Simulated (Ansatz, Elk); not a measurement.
## How far do independent atoms describe AlZnSi?

Structure refinements treat a crystal as free atoms side by side. For a made-up structure of AlZnSi (cell and positions from a PBEsol relaxation) the runs below show what the calculated density changes in F(hkl).

Program: Elk 11.2.3 (patched build). Level of theory: DFT, PBE, all-electron APW+lo, Dirac cores, scalar-relativistic bands, static density, no spin. Results are calculated unless marked as measured.

This account leaves out most program logs.

The structure was built from a prototype and need not be the compound's stable phase.

**1. The structure**

The structure is hexagonal, space group P-6m2 (No. 187). Conventional cell: a = 4.405 Å, b = 4.405 Å, c = 2.845 Å, α = 90.00°, β = 90.00°, γ = 120.00°. Nearest to Zn lie 2 Zn at 2.84 Å and 6 Si at 2.91 Å and 6 Al at 2.91 Å. Nearest to Si lie 3 Al at 2.54 Å and 2 Si at 2.84 Å and 6 Zn at 2.91 Å. Al has 3 Si at 2.54 Å and 2 Al at 2.84 Å and 6 Zn at 2.91 Å nearest. Farther neighbours are not listed.

**2. Ground state and structure factors**

An all-electron density is needed, since X-rays see the cores too. Task 0 finds the density and task 195 Fourier-transforms it; tshift is off so that phases refer to the origin typed.

The input, elk.in:

```
tasks
  0
  195

xctype
  20

spinpol
  .false.

rgkmax
  7.0

gmaxvr
  14.0

lmaxo
  7

lmaxapw
  8

swidth
  0.002

tshift
  .false.

ramdisk
  .false.

hmaxvr
  5.5

maxscl
  120

epspot
  1e-06

sppath
  './'

avec
  8.32358906087 -0.00000000000 0.00000000000
  -4.16179453043 7.20843957737 0.00000000000
  0.00000000000 0.00000000000 5.37535259130

atoms
  3
  'Zn.in'
  1
  -0.0000000000 0.0000000000 0.0000000000   0.000000 0.000000 0.000000
  'Si.in'
  1
  0.3333333333 0.6666666667 0.5000000000   0.000000 0.000000 0.000000
  'Al.in'
  1
  0.6666666667 0.3333333333 0.5000000000   0.000000 0.000000 0.000000

ngridk
  6 6 8
```

On the command line:

```bash
> OMP_NUM_THREADS=4 elk
```

It took 24 s on 4 threads of Arm Neoverse N1, shared host; peak memory 0.16 GiB; 70 s of CPU time.

SFACRHO.OUT:

```text

h k l indices transformed by vhmat matrix:
   1.000000000       0.000000000       0.000000000    
   0.000000000       1.000000000       0.000000000    
   0.000000000       0.000000000       1.000000000    

      h      k      l  multipl.   |H|            Re(F)            Im(F)           |F|

      0      0      0      1   0.0000000       56.999999      0.74408327E-17   56.999999    
      0      1      0      3  0.87164292       15.780301     -0.70912300       15.796226    
      0     -1      0      3  0.87164292       15.780301      0.70912300       15.796226    
      0      0     -1      2   1.1688880       5.1849816      0.62103883E-14   5.1849816    
     -1      1     -1      6   1.4581017       32.484462     -0.45113009       32.487594    
     -1      0     -1      6   1.4581017       32.484462      0.45113009       32.487594    
     -1      2      0      6   1.5097298       40.898811      0.24334395E-09   40.898811    
      2      0      0      3   1.7432858       13.518239     -0.31531295       13.521916    
      0      2      0      3   1.7432858       13.518239      0.31531295       13.521916    
      1      1     -1     12   1.9093411       4.7255382      0.38676284E-14   4.7255382    
      0     -2     -1      6   2.0988913       27.839964      0.29634418       27.841542    
      0      2      1      6   2.0988913       27.839964     -0.29634418       27.841542    
      3     -1      0      6   2.3061504       11.487769      0.30294555       11.491763    
     -3      1      0      6   2.3061504       11.487769     -0.30294555       11.491763    
      0      0     -2      2   2.3377761       33.902524     -0.97485288E-14   33.902524    
      0     -1     -2      6   2.4949866       10.871377      0.35874967       10.877295    
      0      1      2      6   2.4949866       10.871377     -0.35874967       10.877295    
     -2     -1      1     12   2.5854649       24.811872      0.35223704       24.814372
```

Elk indexes on the primitive cell of elk.in and gives |H| = 4π sin θ/λ in inverse bohr. Below, one row stands for each form hkl of the conventional cell (m members, Friedel mates merged), F is for one primitive cell and the density is static (no thermal factor). Free-atom factors are Waasmaier and Kirfel's, and R is Σm||F|−|F'||/Σm|F|.

| hkl | m | sin θ/λ (Å⁻¹) | abs F, DFT | neutral atoms | diff. | abs of complex diff. |
| --- | --- | --- | --- | --- | --- | --- |
| 100 | 6 | 0.131 | 15.796 | 15.965 | -0.169 | 0.172 |
| 001 | 2 | 0.176 | 5.185 | 5.434 | -0.250 | 0.250 |
| 101 | 12 | 0.219 | 32.488 | 32.689 | -0.201 | 0.209 |
| 110 | 6 | 0.227 | 40.899 | 41.275 | -0.376 | 0.376 |
| 200 | 6 | 0.262 | 13.522 | 13.557 | -0.035 | 0.037 |
| 111 | 12 | 0.287 | 4.726 | 4.780 | -0.054 | 0.054 |
| 201 | 12 | 0.316 | 27.842 | 28.067 | -0.225 | 0.226 |
| 210 | 12 | 0.347 | 11.492 | 11.597 | -0.105 | 0.107 |
| 002 | 2 | 0.352 | 33.903 | 33.954 | -0.052 | 0.052 |
| 102 | 12 | 0.375 | 10.877 | 10.963 | -0.086 | 0.086 |
| 211 | 24 | 0.389 | 24.814 | 24.868 | -0.054 | 0.056 |
| 300 | 6 | 0.393 | 31.666 | 31.735 | -0.069 | 0.069 |
| 112 | 12 | 0.418 | 30.393 | 30.435 | -0.042 | 0.042 |
| 301 | 12 | 0.431 | 3.132 | 3.143 | -0.011 | 0.012 |

**3. The highest occupied states alone**

An energy window below the Fermi level keeps the highest occupied states, to see at which angles they scatter; shallow core shells can lie inside it and anion s states outside. No new self-consistency is needed.

Changes to elk.in since step 2:

```diff
@@ -1,3 +1,2 @@
 tasks
-  0
   195
@@ -40,2 +39,5 @@
 
+wsfac
+  -0.101620 0.565880
+
 sppath
```

On the command line:

```bash
> OMP_NUM_THREADS=4 elk
```

Elapsed: 7.1 s, on 4 threads; peak memory 0.16 GiB.

States within 10 eV below the Fermi level hold 18.40 electrons; any levels below the window count with the cores, and a count that is not whole means the window cuts a band. Their amplitudes can exceed the total, where window and core parts have opposite phase:

| hkl | sin θ/λ (Å⁻¹) | abs F, window | abs F, all |
| --- | --- | --- | --- |
| 100 | 0.131 | 8.071 | 15.796 |
| 001 | 0.176 | 6.889 | 5.185 |
| 101 | 0.219 | 7.205 | 32.488 |
| 110 | 0.227 | 6.955 | 40.899 |
| 200 | 0.262 | 6.262 | 13.522 |
| 111 | 0.287 | 5.829 | 4.726 |
| 201 | 0.316 | 4.988 | 27.842 |
| 210 | 0.347 | 4.662 | 11.492 |
| 002 | 0.352 | 4.475 | 33.903 |
| 102 | 0.375 | 4.190 | 10.877 |

**4. Another try**

In this try the input is made faulty on purpose, to show what that does.

The input is changed as shown.

Changes to elk.in since step 3:

```diff
@@ -1,2 +1,3 @@
 tasks
+  0
   195
@@ -34,3 +35,3 @@
 maxscl
-  120
+  40
 
@@ -39,7 +40,7 @@
 
-wsfac
-  -0.101620 0.565880
-
 sppath
   './'
+
+scale
+  0.52917721
```

On the command line:

```bash
> OMP_NUM_THREADS=4 elk
```

Run time: 23 s. Hardware: 4 threads; peak memory 0.16 GiB.

The run finished. A setting was moved off its sound value on purpose, so it serves as a test and not as the result.

The fault put into the input: lattice vectors in angstrom read as bohr.

Its structure factors differ from the first run's by R = 38.0 %.

**5. Another functional**

The difference from free atoms is small, so it is set against the change that LDA (Perdew-Wang) makes.

Changes to elk.in since step 4:

```diff
@@ -5,3 +5,3 @@
 xctype
-  20
+  3
 
@@ -35,3 +35,3 @@
 maxscl
-  40
+  120
 
@@ -42,5 +42,2 @@
   './'
-
-scale
-  0.52917721
```

On the command line:

```bash
> OMP_NUM_THREADS=4 elk
```

It took 16 s on 4 threads; peak memory 0.16 GiB; 48 s of CPU time.

Against the first run R = 0.10 %; the largest change is -0.046 at 300.

**6. Basis size**

The basis and the expansions that go with it are enlarged, to see whether the differences are converged.

Changes to elk.in since step 5:

```diff
@@ -5,3 +5,3 @@
 xctype
-  3
+  20
 
@@ -11,12 +11,12 @@
 rgkmax
-  7.0
+  8.5
 
 gmaxvr
-  14.0
+  18.0
 
 lmaxo
-  7
+  9
 
 lmaxapw
-  8
+  10
```

On the command line:

```bash
> OMP_NUM_THREADS=4 elk
```

It took 63 s on 4 threads; peak memory 0.2 GiB; 3.1 min of CPU time.

Against the first run R = 0.00 %; the largest change is -0.002 at 301.

**7. Basis size**

A smaller basis shows how fast F responds to it; the change is likely larger than the basis error of the first run, but doesn't show convergence.

Changes to elk.in since step 6:

```diff
@@ -11,12 +11,12 @@
 rgkmax
-  8.5
+  5.5
 
 gmaxvr
-  18.0
+  14.0
 
 lmaxo
-  9
+  7
 
 lmaxapw
-  10
+  8
```

On the command line:

```bash
> OMP_NUM_THREADS=4 elk
```

Run time: 19 s. Hardware: 4 threads; peak memory 0.16 GiB; 52 s of CPU time.

Against the first run R = 0.02 %; the largest change is +0.021 at 300.

**8. Settings against the effect**

| run | R against the first run (%) | R against neutral atoms, low angle (%) | wall time |
| --- | --- | --- | --- |
| PBE, rgkmax 7 | 0.00 | 0.80 | 24 s |
| LDA (Perdew-Wang) | 0.10 | 0.81 | 16 s |
| rgkmax 8.5 with larger expansions | 0.00 | 0.80 | 63 s |
| rgkmax 5.5 | 0.02 | 0.79 | 19 s |

**9. What came out**

```
R against neutral atoms, sin θ/λ < 0.3 Å⁻¹ : 0.80 %
R against neutral atoms, 0.3 to 0.82 Å⁻¹   : 0.28 %
```

Independent neutral atoms miss the calculated amplitudes by R = 0.80 % below 0.3 Å⁻¹ and 0.28 % from there to 0.82 Å⁻¹; by shells, 1.07 % below 0.15 Å⁻¹ (1 form), 0.77 % 0.15 to 0.3 (5 forms), 0.38 % 0.3 to 0.45 (9 forms), 0.26 % above 0.45 (51 forms). Bonding, aspherical density and the tables' own atoms all enter these figures, and the runs don't part them. The largest change of an amplitude is -0.38 electrons, at 110. The window's part falls from 18.4 electrons at the origin to at most 3.12 between 0.45 and 0.82 Å⁻¹, where compact states inside the window still scatter. Below 0.3 Å⁻¹ the changes that finished (LDA (Perdew-Wang), rgkmax 8.5 with larger expansions and rgkmax 5.5) move F by R = 0.06 % at most, against the 0.80 % that separates it from free atoms. The k-mesh has no finished test. Part of the difference isn't bonding: the tables are fits to free atoms and ions calculated by other methods than this functional. Thermal motion, anomalous dispersion and extinction are left out.

[Logs are printed without paths, hosts, clocks, repeated set-up lines and the standing remarks that a program may print on its own settings, such as how far it seeks lower states.]

[Hosts, paths, dates, database ids (printed as entryN), source tags and the programs' standing remarks are cut or masked in the printed files.]
